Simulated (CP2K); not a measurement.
Two runs for the S L₂,₃ edge of 2-acetylthiazole. Run A: CP2K XAS_TDP, all-electron GAPW, PBEh(45%), aug-cc-pVDZ, TDA, ZORA, spin–orbit coupling. Run B differs in one setting.

First lines with a strength over 0.0003. A:

```csv
atom,energy (eV),states,"strength, one atom"
S8 (bonded to 2 C),164.63,1,0.0007
,164.71,1,0.0016
,165.03,1,0.0019
,165.76,2,0.0017
,166.11,1,0.0037
```

B:

```csv
atom,energy (eV),states,"strength, one atom"
S8 (bonded to 2 C),167.54,1,0.0005
,167.63,2,0.0017
,167.94,1,0.0019
,168.68,2,0.0017
,169.00,1,0.0035
```

**Question.** Which was it: GW2X switched on, the basis, the functional?

GW2X switched on. GW2X shifts the lines nearly together; each 2p level gets its own shift. The lowest line over the strength cut lies at 167.54 eV, against 164.63 eV (PBEh(45%), aug-cc-pVDZ).

[Banner, clock and machine lines of the logs are left out without a mark of their own.]

[Logs are printed without paths, hosts, clocks, repeated set-up lines and the standing remarks that a program may print on its own settings, such as how far it seeks lower states.]

[Hosts, paths, dates, database ids (printed as entryN), source tags and the programs' standing remarks are cut or masked in the printed files.]
